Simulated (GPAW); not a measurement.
# CaC2 (I4/mmm): G0W0 with GPAW, start to end

Wanted: ground state, empty states, screening and self-energy for CaC2 (I4/mmm).

Method: LDA and many-body steps on it, plane waves, in GPAW 26.7.0.

Most raw output is cut from this account.

### 1. The starting structure

Symmetry: I4/mmm, No. 139, tetragonal system. The conventional cell has a = 3.869 Å, b = 3.869 Å, c = 6.404 Å, α = 90.00°, β = 90.00°, γ = 90.00°. Ca has 10 C at 2.58 to 2.81 Å nearest. Nearest to C lie 1 C at 1.25 Å and 5 Ca at 2.58 to 2.81 Å. Farther neighbours are not listed.

The cell and positions are those that the Materials Project relaxed with its own functionals (PBE, PBE+U or r2SCAN), kept fixed.

### 2. Ground state

This step: GPAW 26.7.0; DFT, LDA, plane waves, PAW.

The ground-state density comes first.

File run.py:

```python
import json
import numpy as np
from gpaw.mpi import world
from ase import Atoms
from gpaw import GPAW, PW, FermiDirac

atoms = Atoms(['Ca', 'C', 'C'],
    cell=[[-1.9342985994, 1.9342985994, 3.2021112425],
      [1.9342985994, -1.9342985994, 3.2021112425],
      [1.9342985994, 1.9342985994, -3.2021112425]],
    scaled_positions=[[0.0000000000, 0.0000000000, 0.0000000000],
      [0.5978927200, 0.5978927200, 0.0000000000],
      [0.4021072800, 0.4021072800, 0.0000000000]],
    pbc=(True, True, True))
calc = GPAW(mode=PW(600),
    xc='LDA',
    kpts={'size': (8, 8, 8), 'gamma': True},
    occupations=FermiDirac(0.001),
    nbands=-7,
    convergence={'density': 1e-6, 'bands': -3},
    maxiter=100,
    txt='gs.txt')
atoms.calc = calc
res = {'energy': atoms.get_potential_energy()}
kpts = calc.get_ibz_k_points()
res['kpts'] = kpts
res['eigenvalues'] = [calc.get_eigenvalues(kpt=k) for k in range(len(kpts))]
res['n_electrons'] = calc.get_number_of_electrons()
calc.write('gs.gpw')

if world.rank == 0:
    with open('result.json', 'w') as f:
        json.dump(res, f, default=lambda x: x.tolist())
```

Launch:

```sh
> mpirun -n 4 gpaw python run.py
```

The job ended after 16 s (4 MPI ranks of Intel Xeon Platinum 8223CL at 3.00GHz (Skylake/Cascade Lake), shared host; peak memory 0.68 GiB; 62 s of CPU time).

Numbers from this step:

| Item | Value |
| --- | --- |
| total energy | -22.26 eV |
| gap | 1.189 eV |
| k of the valence top | 0.5, 0.5, 0.5 |
| k of the conduction bottom | 0.5, 0.5, 0 |
| least direct gap | 2.249 eV |

The gap is indirect, with the least direct gap 1.06 eV higher.

### 3. Bands along the symmetry lines

The cheap functional maps the bands first; the places of the edges decide which points the dearer methods must see.

File run.py:

```python
import json
import numpy as np
from gpaw.mpi import world
from gpaw import GPAW

path = [[0.000000, 0.000000, 0.000000],
    [0.000000, 0.000000, 0.062500],
    [0.000000, 0.000000, 0.125000],
    [0.000000, 0.000000, 0.187500],
    [0.000000, 0.000000, 0.250000],
    [0.000000, 0.000000, 0.312500],
    [0.000000, 0.000000, 0.375000],
    [0.000000, 0.000000, 0.437500],
    [0.000000, 0.000000, 0.500000],
    [0.031250, 0.031250, 0.468750],
    [0.062500, 0.062500, 0.437500],
    [0.093750, 0.093750, 0.406250],
    [0.125000, 0.125000, 0.375000],
    [0.156250, 0.156250, 0.343750],
    [0.187500, 0.187500, 0.312500],
    [0.218750, 0.218750, 0.281250],
    [0.250000, 0.250000, 0.250000],
    [0.218750, 0.281250, 0.218750],
    [0.187500, 0.312500, 0.187500],
    [0.156250, 0.343750, 0.156250],
    [0.125000, 0.375000, 0.125000],
    [0.093750, 0.406250, 0.093750],
    [0.062500, 0.437500, 0.062500],
    [0.031250, 0.468750, 0.031250],
    [0.000000, 0.500000, 0.000000],
    [0.000000, 0.437500, 0.000000],
    [0.000000, 0.375000, 0.000000],
    [0.000000, 0.312500, 0.000000],
    [0.000000, 0.250000, 0.000000],
    [0.000000, 0.187500, 0.000000],
    [0.000000, 0.125000, 0.000000],
    [0.000000, 0.062500, 0.000000],
    [0.000000, 0.000000, 0.000000],
    [0.062500, 0.062500, -0.062500],
    [0.125000, 0.125000, -0.125000],
    [0.187500, 0.187500, -0.187500],
    [0.250000, 0.250000, -0.250000],
    [0.312500, 0.312500, -0.312500],
    [0.375000, 0.375000, -0.375000],
    [0.437500, 0.437500, -0.437500],
    [0.500000, 0.500000, -0.500000],
    [0.480153, 0.519847, -0.480153],
    [0.460306, 0.539694, -0.460306],
    [0.440459, 0.559541, -0.440459],
    [0.420613, 0.579387, -0.420613],
    [0.400766, 0.599234, -0.400766],
    [0.380919, 0.619081, -0.380919],
    [0.361072, 0.638928, -0.361072],
    [0.341225, 0.658775, -0.341225],
    [-0.341225, 0.341225, 0.341225],
    [-0.298572, 0.298572, 0.298572],
    [-0.255919, 0.255919, 0.255919],
    [-0.213266, 0.213266, 0.213266],
    [-0.170613, 0.170613, 0.170613],
    [-0.127959, 0.127959, 0.127959],
    [-0.085306, 0.085306, 0.085306],
    [-0.042653, 0.042653, 0.042653],
    [0.000000, 0.000000, 0.000000],
    [-0.000000, 0.000000, 0.500000],
    [-0.022806, 0.022806, 0.500000],
    [-0.045613, 0.045613, 0.500000],
    [-0.068419, 0.068419, 0.500000],
    [-0.091225, 0.091225, 0.500000],
    [-0.114031, 0.114031, 0.500000],
    [-0.136838, 0.136838, 0.500000],
    [-0.159644, 0.159644, 0.500000],
    [-0.182450, 0.182450, 0.500000],
    [0.500000, 0.500000, -0.182450],
    [0.500000, 0.500000, -0.222144],
    [0.500000, 0.500000, -0.261838],
    [0.500000, 0.500000, -0.301531],
    [0.500000, 0.500000, -0.341225],
    [0.500000, 0.500000, -0.380919],
    [0.500000, 0.500000, -0.420613],
    [0.500000, 0.500000, -0.460306],
    [0.500000, 0.500000, -0.500000]]
calc = GPAW('gs.gpw').fixed_density(kpts=path,
    symmetry='off',
    nbands=19,
    convergence={'bands': 15},
    txt='bands.txt')
res = {}
kpts = calc.get_ibz_k_points()
res['kpts'] = kpts
res['eigenvalues'] = [calc.get_eigenvalues(kpt=k) for k in range(len(kpts))]
res['n_electrons'] = calc.get_number_of_electrons()

if world.rank == 0:
    with open('result.json', 'w') as f:
        json.dump(res, f, default=lambda x: x.tolist())
```

Launch:

```sh
> mpirun -n 4 gpaw python run.py
```

Elapsed: 13 s, on 4 MPI ranks; peak memory 0.75 GiB.

This step gave:

- gap: 1.185 eV
- k of the valence top: 0.4375, 0.4375, -0.4375
- k of the conduction bottom: 0, 0, 0.5
- least direct gap: 2.249 eV

The gap is 1.185 eV, −0.004 eV from the run before at this level.

Electronic bands along the path, in eV, zero at the top of the highest filled band:

```
     point  band 6  band 7  band 8  band 9  band 10  band 11  band 12  band 13
         Γ   -2.73   -2.09   -0.98   -0.98     3.13     3.13     4.22     5.08
   halfway   -3.02   -2.61   -1.38   -1.27     1.99     5.29     5.81     5.87
         X   -2.92   -2.74   -1.60   -1.06     1.19     5.69     6.36     7.07
   halfway   -3.17   -2.64   -1.88   -0.71     1.81     4.81     6.45     7.07
         P   -3.37   -2.33   -2.33   -0.40     3.21     3.21     6.62     7.07
   halfway   -3.85   -2.26   -2.11   -0.60     3.81     3.97     6.54     7.01
         N   -4.21   -2.33   -1.82   -0.84     4.81     5.87     5.96     6.16
   halfway   -3.63   -1.92   -1.45   -1.11     3.64     3.98     4.98     6.21
         Γ   -2.73   -2.09   -0.98   -0.98     3.13     3.13     4.22     5.08
   halfway   -4.14   -1.37   -1.37   -0.34     3.59     4.70     4.70     5.67
         M   -4.43   -1.61   -1.61    0.00     3.11     5.74     6.17     6.57
   halfway   -4.32   -2.03   -1.68   -0.11     3.62     6.32     6.49     6.58
         S   -4.00   -2.76   -1.81   -0.41     4.80     5.43     6.05     6.72
jump to S0   -4.00   -2.76   -1.81   -0.41     4.80     5.43     6.05     6.72
   halfway   -3.10   -2.82   -1.56   -1.16     3.45     3.96     5.67     6.65
         Γ   -2.73   -2.09   -0.98   -0.98     3.13     3.13     4.22     5.08
 jump to X   -2.92   -2.74   -1.60   -1.06     1.19     5.69     6.36     7.07
   halfway   -3.13   -2.69   -1.84   -0.89     1.65     5.75     6.53     6.79
         R   -3.57   -2.52   -2.16   -0.64     2.81     5.93     5.99     6.57
 jump to G   -3.57   -2.52   -2.16   -0.64     2.81     5.93     5.99     6.57
   halfway   -4.21   -2.05   -1.99   -0.20     4.09     5.54     6.18     6.36
         M   -4.43   -1.61   -1.61    0.00     3.11     5.74     6.17     6.57
```

### 4. Empty states on the mesh, 4×4×4 mesh, 118 bands

The sums over transitions need many empty states on a uniform mesh; this step solves for them.

File run.py:

```python
import json
import numpy as np
from gpaw.mpi import world
from gpaw import GPAW

calc = GPAW('gs.gpw').fixed_density(kpts={'size': (4, 4, 4), 'gamma': True},
    parallel={'domain': 1, 'band': 1},
    txt='nscf.txt')
calc.diagonalize_full_hamiltonian(nbands=118)
calc.write('full.gpw', mode='all')
res = {}
kpts = calc.get_ibz_k_points()
res['kpts'] = kpts
res['eigenvalues'] = [calc.get_eigenvalues(kpt=k) for k in range(len(kpts))]
res['n_electrons'] = calc.get_number_of_electrons()

if world.rank == 0:
    with open('result.json', 'w') as f:
        json.dump(res, f, default=lambda x: x.tolist())
```

Launch:

```sh
> mpirun -n 4 gpaw python run.py
```

The job ended after 25 s (4 MPI ranks; peak memory 1.5 GiB).

This step gave:

```yaml
gap: 1.189 eV
k_of_the_valence_top: 0.5, 0.5, 0.5
k_of_the_conduction_bottom: 0.5, 0.5, 0
least_direct_gap: 2.249 eV
k_points_computed: 13
lowest_point_of_the_top_converged_band_above_the_valence_top: 89.6380 eV
```

On this mesh the gap is 1.189 eV.

### 5. Screening and self-energy, 4×4×4 mesh, 108 bands, screening to 100 eV

G0W0 replaces the xc potential by the self-energy, built once from these orbitals. Only a window of levels is corrected, while the sums run over the empty bands that the input names.

This step: G0W0 on LDA, plane waves, PAW.

File run.py:

```python
import json
import numpy as np
from gpaw.mpi import world
from gpaw.response.g0w0 import G0W0

gw = G0W0('full.gpw',
    filename='gw',
    kpts=[0, 10, 12],
    bands=(7, 11),
    ecut=100,
    nbands=108,
    integrate_gamma='WS',
    ppa=True)
gw.calculate()
res = {mode: {k: v for k, v in r.items() if k != 'sigma_eskwn'}
       for mode, r in gw.all_results.items()}

if world.rank == 0:
    with open('result.json', 'w') as f:
        json.dump(res, f, default=lambda x: x.tolist())
```

Launch:

```sh
> mpirun -n 4 gpaw python run.py
```

Wall time 53 s (4 MPI ranks); peak memory 1.2 GiB.

This step gave:

* G0W0 gap on the points computed: 3.024 eV
* least direct G0W0 gap on the computed points: 4.261 eV
* Z at the valence top: 0.7780
* Z at the conduction bottom: 0.8229
* starting gap on the mesh: 1.189 eV
* k of the valence top: 0.5, 0.5, 0.5
* k of the conduction bottom: 0.5, 0.5, 0

The gap on the mesh goes from 1.19 eV to 3.02 eV, a correction of +1.84 eV.

Limits: finite bands, cutoff and mesh; coarse k mesh. v1 is the top filled band, c1 the lowest empty one. Levels before and after the correction, in eV, zero at the valence-band top of each column:

```
           conduction bottom  valence top
Kohn-Sham               1.19         0.00
     G0W0               3.02         0.00
```

```
                      level  energy (eV)
Kohn-Sham    (0.5 0.5 0) v2       -1.593
Kohn-Sham    (0.5 0.5 0) v1       -1.061
Kohn-Sham    (0.5 0.5 0) c1        1.189
Kohn-Sham    (0.5 0.5 0) c2        5.695
Kohn-Sham  (0.5 0.5 0.5) v2       -1.608
Kohn-Sham  (0.5 0.5 0.5) v1        0.000
Kohn-Sham  (0.5 0.5 0.5) c1        3.111
Kohn-Sham  (0.5 0.5 0.5) c2        5.748
     G0W0    (0.5 0.5 0) v2       -1.878
     G0W0    (0.5 0.5 0) v1       -1.237
     G0W0    (0.5 0.5 0) c1        3.024
     G0W0    (0.5 0.5 0) c2        8.599
     G0W0  (0.5 0.5 0.5) v2       -1.874
     G0W0  (0.5 0.5 0.5) v1        0.000
     G0W0  (0.5 0.5 0.5) c1        5.369
     G0W0  (0.5 0.5 0.5) c2        7.429
```

### 6. Where the time went

Times are wall times on 4 MPI ranks of Intel Xeon Platinum 8223CL at 3.00GHz (Skylake/Cascade Lake), shared host, good to a factor of about two.

```
                          step  time  share  memory (GiB)
                  ground state  16 s   15 %          0.68
bands along the symmetry lines  13 s   12 %          0.75
      empty states on the mesh  25 s   23 %           1.5
     screening and self-energy  53 s   50 %           1.2
```

### 7. What came out

| Quantity | Value |
| --- | --- |
| LDA gap | 1.18 eV, indirect |
| G0W0 gap on the mesh | 3.02 eV |
| GW settings | 4×4×4 mesh, 108 bands, screening to 100 eV, Godby-Needs plasmon pole |
| known limits | not at the basis limit; coarse k mesh |

In words: G0W0 moves the gap on the mesh from 1.19 eV to 3.02 eV (+1.84 eV), with Z of 0.78 and 0.82 at the edges. Only 3 of the mesh's irreducible points were corrected, so a valley elsewhere could overtake. The dearest step here is «screening and self-energy». Bands and cutoff are finite, so the gap is not at the basis limit. The miss can reach some tenths of an eV and take either sign; the mesh is an error of its own. These stock PAW sets were not made for GW. In the G0W0 run levels were corrected at 3 k points alone, so a gap called «on the mesh» is the least over those, and an edge elsewhere would be missed. The 4×4×4 mesh is coarse for this cell, which bears on the long-range parts of exchange and screening.

[Paths, hosts, dates, memory and timing lines, banners, echoed tables and standing remarks are left out of the program output.]

[Logs are printed without paths, hosts, clocks, repeated set-up lines and the standing remarks that a program may print on its own settings, such as how far it seeks lower states.]

[Runs of the session that timed out or met a known fault of the program may be left out.]

[Hosts, paths, dates, database ids (printed as entryN), source tags and the programs' standing remarks are cut or masked in the printed files.]
